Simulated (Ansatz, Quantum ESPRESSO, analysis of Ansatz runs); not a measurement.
**Li5AuO4 (C2/m), nudged elastic band: V_Li hop (2.4 Å) (q = −1)**

Aim: the barrier of one jump in Li5AuO4 (C2/m) at charge −1: V_Li hop (2.4 Å). The model is a cell of 80 host atoms with 1 Li taken out; Li is the atom that moves.

Calculated with Ansatz 0.2.0; plane-wave PAW DFT, PBEsol; nudged elastic band between two relaxed defect structures at fixed charge in a uniform background.

## (1) Starting point

The cell holds 79 atoms: 39 Li, 8 Au and 32 O. Its edges and angles: a = 9.403 Å, b = 9.404 Å, c = 9.396 Å, α = 90.0°, β = 102.9°, γ = 90.0°. It derives from Li5AuO4 (space group C2/m). Nearest the centre at fractional (0.375, 0.250, 0.500): Li26 at 1.21 Å, O34 at 1.52 Å, O20 at 1.52 Å, Li2 at 2.41 Å, Li66 at 2.41 Å, O15 at 2.59 Å, O76 at 2.59 Å, Li30 at 2.63 Å. The cell carries charge −1.

The cell's shortest repeat is 9.4 Å.

## (2) Relaxation of the start point, charge −1

A barrier is counted from a minimum, so both ends are relaxed first. Small random displacements break the symmetry of the ideal sites, so that the defect can distort if it gains by it. The charge of −1 is set by the electron count, and a uniform background keeps the cell neutral.

qm1.start/input.yaml

```yaml
crystal:
  lattice:
    - [9.40268524, 0.0, -0.02548652]
    - [0.0, 9.40405317, 0.0]
    - [-2.07562506, 0.0, 9.16358709]
  atoms:
    - { symbol: Li, position: [0.0, 0.7924353, 0.25] }
    - { symbol: Li, position: [0.25, 0.2924353, 0.25] }
    - { symbol: Li, position: [0.0, 0.28254642, 0.0] }
    - { symbol: Li, position: [0.25, 0.78254642, 0.0] }
    - { symbol: Li, position: [0.0, 0.71745358, 0.0] }
    - { symbol: Li, position: [0.25, 0.21745358, 0.0] }
    - { symbol: Li, position: [0.0, 0.2075647, 0.25] }
    - { symbol: Li, position: [0.25, 0.7075647, 0.25] }
    - { symbol: Li, position: [0.0, 0.0, 0.0] }
    - { symbol: Li, position: [0.25, 0.5, 0.0] }
    - { symbol: Au, position: [0.0, 0.5, 0.25] }
    - { symbol: Au, position: [0.25, 0.0, 0.25] }
    - { symbol: O, position: [0.12789862, 0.85260183, 0.12509074] }
    - { symbol: O, position: [0.37789862, 0.35260183, 0.12509074] }
    - { symbol: O, position: [0.12210138, 0.35260183, 0.37490926] }
    - { symbol: O, position: [0.37210138, 0.85260183, 0.37490926] }
    - { symbol: O, position: [0.12789862, 0.14739817, 0.12509074] }
    - { symbol: O, position: [0.37789862, 0.64739817, 0.12509074] }
    - { symbol: O, position: [0.12210138, 0.64739817, 0.37490926] }
    - { symbol: O, position: [0.37210138, 0.14739817, 0.37490926] }
    - { symbol: Li, position: [0.0, 0.7924353, 0.75] }
    - { symbol: Li, position: [0.25, 0.2924353, 0.75] }
    - { symbol: Li, position: [0.0, 0.28254642, 0.5] }
    - { symbol: Li, position: [0.25, 0.78254642, 0.5] }
    - { symbol: Li, position: [0.0, 0.71745358, 0.5] }
    - { symbol: Li, position: [0.25, 0.21745358, 0.5] }
    - { symbol: Li, position: [0.0, 0.2075647, 0.75] }
    - { symbol: Li, position: [0.25, 0.7075647, 0.75] }
    - { symbol: Li, position: [0.0, 0.0, 0.5] }
    - { symbol: Li, position: [0.25, 0.5, 0.5] }
    - { symbol: Au, position: [0.0, 0.5, 0.75] }
    - { symbol: Au, position: [0.25, 0.0, 0.75] }
    - { symbol: O, position: [0.12789862, 0.85260183, 0.62509074] }
    - { symbol: O, position: [0.37789862, 0.35260183, 0.62509074] }
    - { symbol: O, position: [0.12210138, 0.35260183, 0.87490926] }
    - { symbol: O, position: [0.37210138, 0.85260183, 0.87490926] }
    - { symbol: O, position: [0.12789862, 0.14739817, 0.62509074] }
    - { symbol: O, position: [0.37789862, 0.64739817, 0.62509074] }
    - { symbol: O, position: [0.12210138, 0.64739817, 0.87490926] }
    - { symbol: O, position: [0.37210138, 0.14739817, 0.87490926] }
    - { symbol: Li, position: [0.5, 0.7924353, 0.25] }
    - { symbol: Li, position: [0.75, 0.2924353, 0.25] }
    - { symbol: Li, position: [0.5, 0.28254642, 0.0] }
    - { symbol: Li, position: [0.75, 0.78254642, 0.0] }
    - { symbol: Li, position: [0.5, 0.71745358, 0.0] }
    - { symbol: Li, position: [0.75, 0.21745358, 0.0] }
    - { symbol: Li, position: [0.5, 0.2075647, 0.25] }
    - { symbol: Li, position: [0.75, 0.7075647, 0.25] }
    - { symbol: Li, position: [0.5, 0.0, 0.0] }
    - { symbol: Li, position: [0.75, 0.5, 0.0] }
    - { symbol: Au, position: [0.5, 0.5, 0.25] }
    - { symbol: Au, position: [0.75, 0.0, 0.25] }
    - { symbol: O, position: [0.62789862, 0.85260183, 0.12509074] }
    - { symbol: O, position: [0.87789862, 0.35260183, 0.12509074] }
    - { symbol: O, position: [0.62210138, 0.35260183, 0.37490926] }
    - { symbol: O, position: [0.87210138, 0.85260183, 0.37490926] }
    - { symbol: O, position: [0.62789862, 0.14739817, 0.12509074] }
    - { symbol: O, position: [0.87789862, 0.64739817, 0.12509074] }
    - { symbol: O, position: [0.62210138, 0.64739817, 0.37490926] }
    - { symbol: O, position: [0.87210138, 0.14739817, 0.37490926] }
    - { symbol: Li, position: [0.5, 0.7924353, 0.75] }
    - { symbol: Li, position: [0.75, 0.2924353, 0.75] }
    - { symbol: Li, position: [0.75, 0.78254642, 0.5] }
    - { symbol: Li, position: [0.5, 0.71745358, 0.5] }
    - { symbol: Li, position: [0.75, 0.21745358, 0.5] }
    - { symbol: Li, position: [0.5, 0.2075647, 0.75] }
    - { symbol: Li, position: [0.75, 0.7075647, 0.75] }
    - { symbol: Li, position: [0.5, 0.0, 0.5] }
    - { symbol: Li, position: [0.75, 0.5, 0.5] }
    - { symbol: Au, position: [0.5, 0.5, 0.75] }
    - { symbol: Au, position: [0.75, 0.0, 0.75] }
    - { symbol: O, position: [0.62789862, 0.85260183, 0.62509074] }
    - { symbol: O, position: [0.87789862, 0.35260183, 0.62509074] }
    - { symbol: O, position: [0.62210138, 0.35260183, 0.87490926] }
    - { symbol: O, position: [0.87210138, 0.85260183, 0.87490926] }
    - { symbol: O, position: [0.62789862, 0.14739817, 0.62509074] }
    - { symbol: O, position: [0.87789862, 0.64739817, 0.62509074] }
    - { symbol: O, position: [0.62210138, 0.64739817, 0.87490926] }
    - { symbol: O, position: [0.87210138, 0.14739817, 0.87490926] }
total_charge: -1
basis:
  ecutwfc: 420
  xc_grid: 2
hamiltonian:
  xc: pbesol
kpoints:
  mp_grid: { grid: [1, 1, 1], shift: [0.25, 0.25, 0.25] }
scf:
  occupations: { method: fixed }
  max_iter: 150
output:
  forces: true
relax:
  f_tol: 0.02
  max_steps: 70
  random_displacement: { amplitude: 0.03, seed: 5759 }
```

On the command line:

```console
ansatz run input.yaml --threads 4 --pin off --max-ram 15073MiB --backend cpu --events-out ev --progress --plain --runs-dir out
```

Numbers of over 12 decimals in the logs are rounded to 6 here.

What it wrote:

```text
[... repeated set-up lines and file paths are left out, and long positions are rounded to six places ...]
The last accepted step is kept in <dir> (removed where the run ends without a failure and the disk answers)
Engine: ansatz 0.2.0, aarch64-unknown-linux-gnu
Pseudopotentials: kind: paw
Pseudopotential: Li, paw, valence charge 3, recommended cutoff 420 eV (normal), Li.paw.azcp
Pseudopotential: Au, paw, valence charge 19, recommended cutoff 420 eV (normal), Au.paw.azcp
Pseudopotential: O, paw, valence charge 6, recommended cutoff 420 eV (normal), O.paw.azcp
Functional definition: PBEsol
  exchange = pbesol_x
  correlation = pbesol_c
Crystal: 79 atoms, lattice volume = 809.778 Å³
Basis set: ecut = 420 eV, 15817 PW (Γ), exchange–correlation on 128×128×128 points (8 copies of the dense FFT grid, shifted against one another)
Bands: 310, of which v1, the nominal top of the filled ones, is band 231 counted from 1 (230 counted from 0)
Symmetry: 1 space group operations
k-points: 1
Non-local potential: Li, projectors of the file, l = 0: 3, l = 1: 2, l = 2: 1
Non-local potential: Au, projectors of the file, l = 0: 3, l = 1: 2, l = 2: 2, l = 3: 1
Non-local potential: O, projectors of the file, l = 0: 2, l = 1: 2, l = 2: 1
PAW form: soft (Blöchl's): semilocal exchange-correlation on the pseudo side does not see the compensation charge
PAW frozen core: Au, regenerated for the run's functional, and the local potential with it (the file was generated under x = pbe(κ = 0.804, μ = 0.219515), c = pbe(β = 0.066725))
PAW frozen core: O, regenerated for the run's functional, and the local potential with it (the file was generated under x = pbe(κ = 0.804, μ = 0.219515), c = pbe(β = 0.066725))
PAW one-centre angular grid: Li, 110 points (default); XC on 64 Gauss nodes
PAW one-centre angular grid: Au, 590 points (default); XC on 64 Gauss nodes
PAW one-centre angular grid: O, 110 points (default); XC on 64 Gauss nodes
Initial density: superposition of atomic densities (neutral atoms scaled as one to the charged cell's electrons: chi_scale 0, normalization atom), corrected by the library's trained network
Initial wavefunctions: pseudopotential atomic-orbital guess
Functional: x = pbesol(κ = 0.804, μ = 0.123457), c = pbesol(β = 0.046)
SCF iter   1: F=—  HF=-129955.062634 eV  |F-HF|=—  |Δ(HF+E_count)|=         —  Δρ=1.69e-2  dr2=1.86e0  ethr=1.77e-3  ⟨swp⟩=5.0  Hψ=912  notcnv=0  defer=76
preconditioner: auto → Resta (q_TF=auto, 2.485 Å⁻¹)  ε∞=3.9  [insulator: Δε(μ)=2.174 eV  Ē_g=13.729 eV  n_scr=218 (ndim 8)  ℏωp=23.3 eV  f_vac=0.085  ε∞_Penn≈3.9]
SCF iter   2: F=—  HF=-129954.533581 eV  |F-HF|=—  |Δ(HF+E_count)|=   5.29e-1  Δρ=3.57e-3  dr2=8.66e-2  ethr=4.02e-4  ⟨swp⟩=2.0  Hψ=450  notcnv=0  defer=75
SCF iter   3: F=—  HF=-129954.515807 eV  |F-HF|=—  |Δ(HF+E_count)|=   1.78e-2  Δρ=1.56e-3  dr2=2.14e-2  ethr=1.87e-5  ⟨swp⟩=2.0  Hψ=369  notcnv=0  defer=67
automatic band count: iteration 3 solves 300 bands in place of 310: the levels show a gap, and the empty bands left out lie too high to hold charge; the band table lists the bands solved (type scf.n_extra_bands for more)
SCF iter   4: F=—  HF=-129954.513485 eV  |F-HF|=—  |Δ(HF+E_count)|=   2.32e-3  Δρ=6.55e-4  dr2=4.54e-3  ethr=4.63e-6  ⟨swp⟩=2.0  Hψ=373  notcnv=0  defer=67
SCF iter   5: F=—  HF=-129954.515258 eV  |F-HF|=—  |Δ(HF+E_count)|=   1.77e-3  Δρ=2.95e-4  dr2=8.98e-4  ethr=9.83e-7  ⟨swp⟩=2.0  Hψ=371  notcnv=0  defer=62
SCF iter   6: F=—  HF=-129954.515317 eV  |F-HF|=—  |Δ(HF+E_count)|=   5.87e-5  Δρ=2.36e-4  dr2=5.07e-4  ethr=1.94e-7  ⟨swp⟩=2.0  Hψ=379  notcnv=0  defer=61
SCF iter   7: F=—  HF=-129954.515297 eV  |F-HF|=—  |Δ(HF+E_count)|=   1.93e-5  Δρ=8.71e-5  dr2=7.00e-5  ethr=1.10e-7  ⟨swp⟩=2.0  Hψ=371  notcnv=0  defer=61
SCF iter   8: F=—  HF=-129954.515303 eV  |F-HF|=—  |Δ(HF+E_count)|=   5.83e-6  Δρ=4.37e-5  dr2=1.72e-5  ethr=1.51e-8  ⟨swp⟩=3.0  Hψ=373  notcnv=0  defer=61
SCF iter   9: F=-129954.515303 eV  HF=-129954.515303 eV  |F-HF|=9.59e-8  |Δ(HF+E_count)|=   5.34e-7  Δρ=7.68e-6  dr2=5.02e-7  ethr=2.16e-9  ⟨swp⟩=4.0  Hψ=689  notcnv=0
SCF 1 converged in 9 iterations: F = -129954.515303 eV  dr2 = 5.02e-7
  greatest PAW one-centre occupation: 1.001 electrons in one spin orbital (limit 2), on the Au atom at site 50 (counted from 0), in its partial waves of l = 0
relax step   1: F+E_penalty+E_count = -129954.51530274 eV  Δ(F+E_penalty+E_count) = +0.000e0 eV  max|allowed force component| = 1.746e0 eV/Å  Δτ_max = 0.0000 Å  (9 SCF iters, dr2 threshold 1.00e-5 eV, accepted)
[... the SCF cycles and remarks between the steps are left out from here to the last step ...]
relax step   2: F+E_penalty+E_count = -129955.15747978 eV  Δ(F+E_penalty+E_count) = -6.422e-1 eV  max|allowed force component| = 5.736e-1 eV/Å  Δτ_max = 0.1092 Å  (6 SCF iters, dr2 threshold 1.00e-4 eV, accepted)
relax step   3: F+E_penalty+E_count = -129955.42495234 eV  Δ(F+E_penalty+E_count) = -2.675e-1 eV  max|allowed force component| = 9.896e-2 eV/Å  Δτ_max = 0.1440 Å  (8 SCF iters, dr2 threshold 2.06e-5 eV, accepted)
relax step   4: F+E_penalty+E_count = -129955.43862341 eV  Δ(F+E_penalty+E_count) = -1.367e-2 eV  max|allowed force component| = 1.600e-2 eV/Å  Δτ_max = 0.0311 Å  (8 SCF iters, dr2 threshold 6.12e-7 eV, accepted)
iter 1 solved again at ethr=1.96e-11 eV; its pass at ethr=3.10e-3 eV (dr2=9.07e-8 eV) is discarded
SCF iter   1: F=—  HF=-129955.438833 eV  |F-HF|=—  |Δ(HF+E_count)|=         —  Δρ=3.28e-6  dr2=9.05e-8  ethr=1.96e-11  ⟨swp⟩=1.0  Hψ=624  notcnv=0  defer=61
automatic band count: iteration 1 solves 300 bands in place of 310: the levels show a gap, and the empty bands left out lie too high to hold charge; the band table lists the bands solved (type scf.n_extra_bands for more)
SCF iter   2: F=—  HF=-129955.438623 eV  |F-HF|=—  |Δ(HF+E_count)|=   2.09e-4  Δρ=1.91e-6  dr2=4.08e-8  ethr=1.96e-11  ⟨swp⟩=3.0  Hψ=766  notcnv=0
SCF iter   3: F=-129955.438623 eV  HF=-129955.438623 eV  |F-HF|=5.21e-9  |Δ(HF+E_count)|=   1.76e-8  Δρ=1.17e-6  dr2=1.81e-8  ethr=8.84e-12  ⟨swp⟩=2.0  Hψ=760  notcnv=0
SCF 5 converged in 3 iterations: F = -129955.438623 eV  dr2 = 1.81e-8
relax step   5: F+E_penalty+E_count = -129955.43862343 eV  Δ(F+E_penalty+E_count) = -2.042e-8 eV  max|allowed force component| = 1.601e-2 eV/Å  Δτ_max = 0.0000 Å  (3 SCF iters, accepted)
SCF converged after 3 iterations
Free energy (F): -129955.438623 eV
Harris-Foulkes:  -129955.438623 eV  (|F-HF|=5.21e-9)
Internal energy: -129955.438623 eV  (E = F + TS)
E sigma→0 (E₀):  -129955.438623 eV
Fermi energy:    5.303062 eV
--- Per-component energies (eV) ---
  E_band       = -7024.897139
  E_kinetic    = 11323.836163
  E_local      = -41229.433681  (includes V_loc(G=0)·N_el)
  E_nonlocal   = 871.938146
  E_hartree    = 16129.002337
  E_xc         = -4591.736237
  E_vxc        = -5770.487910  (∫ρ·V_xc dr)
  E_paw        = -82148.221268  (= ΣΔE_a)
  E_vpaw       = -4478.845902  (= ΣTr[D̂ρ^β])
  E_aug_tail   = 0.092156  (compensation charges beyond the density's cutoff)
  E_ewald      = -30314.521284
  E_core_change = 3.605046  (= ΣΔE_core)
  E_smearing   = -0.000000  (= −TS)
  E_closure    = 0.000000  (closes the sum)
  E_deformation_potential = -16.058829  (in the stress; not in F)
  Σ components = -129955.438623   (vs F -129955.438623, Δ=0.00e0)
--- Forces (eV/Å), atoms counted from 1 ---
  atom   1  Li     0.00303609     0.00410603    -0.00045891
  atom   2  Li    -0.00329671    -0.00496838    -0.00743570
  [... 12 atoms left out ...]
  atom  15  O     -0.00153031     0.00822652     0.00296166
  [... 4 atoms left out ...]
  atom  20  O     -0.00918120    -0.00298234    -0.00483462
  [... 1 atom left out ...]
  atom  22  Li     0.00160373    -0.00325794    -0.00948495
  [... 3 atoms left out ...]
  atom  26  Li     0.00309136    -0.00053265     0.00129642
  [... 3 atoms left out ...]
  atom  30  Li     0.00295325    -0.00261368    -0.00151967
  [... 3 atoms left out ...]
  atom  34  O     -0.01062427    -0.00557737     0.00330412
  [... 31 atoms left out ...]
  atom  66  Li     0.00079358    -0.00705188    -0.00119489
  [... 1 atom left out ...]
  atom  68  Li    -0.00065371    -0.00505890     0.00007600
  [... 7 atoms left out ...]
  atom  76  O      0.00889541    -0.00622100     0.00843509
  [... 3 atoms left out ...]
  max |Σ_I F_I| component: 3.43e-5 eV/Å
--- Relaxed structure (5 steps of the walk, 5 accepted, 0 SCFs on fresh bases) ---
  F+E_penalty+E_count = -129955.43862343 eV   max|allowed force component| = 1.601e-2 eV/Å
  atoms:
    - { symbol: Li, position: [-0.000304, 0.790464, 0.248788] }
    - { symbol: Li, position: [0.254968, 0.290633, 0.252210] }
    [... 12 atoms left out ...]
    - { symbol: O, position: [0.123515, 0.351270, 0.373337] }
    [... 4 atoms left out ...]
    - { symbol: O, position: [0.370994, 0.142259, 0.370061] }
    [... 1 atom left out ...]
    - { symbol: Li, position: [0.244899, 0.290823, 0.753714] }
    [... 3 atoms left out ...]
    - { symbol: Li, position: [0.267963, 0.225809, 0.503036] }
    [... 3 atoms left out ...]
    - { symbol: Li, position: [0.250818, 0.499817, 0.502547] }
    [... 3 atoms left out ...]
    - { symbol: O, position: [0.362969, 0.362725, 0.637464] }
    [... 31 atoms left out ...]
    - { symbol: Li, position: [0.494950, 0.216815, 0.735669] }
    [... 1 atom left out ...]
    - { symbol: Li, position: [0.500141, 0.008676, 0.499350] }
    [... 7 atoms left out ...]
    - { symbol: O, position: [0.629308, 0.142312, 0.628588] }
    [... 3 atoms left out ...]
```

The job ended after 50 s (4 threads of Arm Neoverse V1, shared host; peak memory 1.4 GiB; 3.1 min of CPU time).

Relaxation path:

| step | energy less that of the first step (eV) | largest force component (eV/Å) |
| --- | --- | --- |
| 1 | 0.0000 | 1.7459 |
| 2 | -0.6422 | 0.5736 |
| 3 | -0.9096 | 0.0990 |
| 4 | -0.9233 | 0.0160 |
| 5 | -0.9233 | 0.0160 |

The atoms that moved most (Å, from the sites as typed, ahead of the random displacement, the mean shift of all atoms taken out):

| atom | dx | dy | dz | length |
| --- | --- | --- | --- | --- |
| O55 | 0.168 | 0.093 | -0.121 | 0.227 |
| O34 | -0.168 | 0.094 | 0.120 | 0.227 |
| Li26 | 0.160 | 0.077 | 0.033 | 0.181 |
| Li65 | -0.159 | 0.077 | -0.035 | 0.180 |
| Li47 | 0.020 | 0.087 | 0.125 | 0.153 |
| Li66 | -0.020 | 0.085 | -0.125 | 0.153 |
| Li68 | 0.000 | 0.080 | 0.000 | 0.080 |
| Li42 | 0.058 | -0.017 | -0.041 | 0.073 |

Neighbours of Li26 at the end:

| atom | distance (Å) |
| --- | --- |
| O34 | 1.883 |
| O20 | 1.913 |
| O15 | 1.995 |
| O37 | 2.052 |
| Li2 | 2.411 |
| Li22 | 2.489 |
| Li23 | 2.562 |
| Li30 | 2.582 |

This step gave:

```yaml
free_energy: -129955.4386 eV
r_m_s_move_of_the_farther_half_of_the_atoms: 0.02125 Å
largest_move_from_the_ideal_geometry_of_this_structure_a_common_shift_of_the_far_atoms_taken_out: 0.2319 Å
```

The relaxation gained 0.923 eV and ended with a largest force component of 0.016 eV/Å.

(Part 1 of 5 ends here.)

[Logs are printed without paths, hosts, clocks, repeated set-up lines and the standing remarks that a program may print on its own settings, such as how far it seeks lower states.]

[Hosts, paths, dates, database ids (printed as entryN), source tags and the programs' standing remarks are cut or masked in the printed files.]
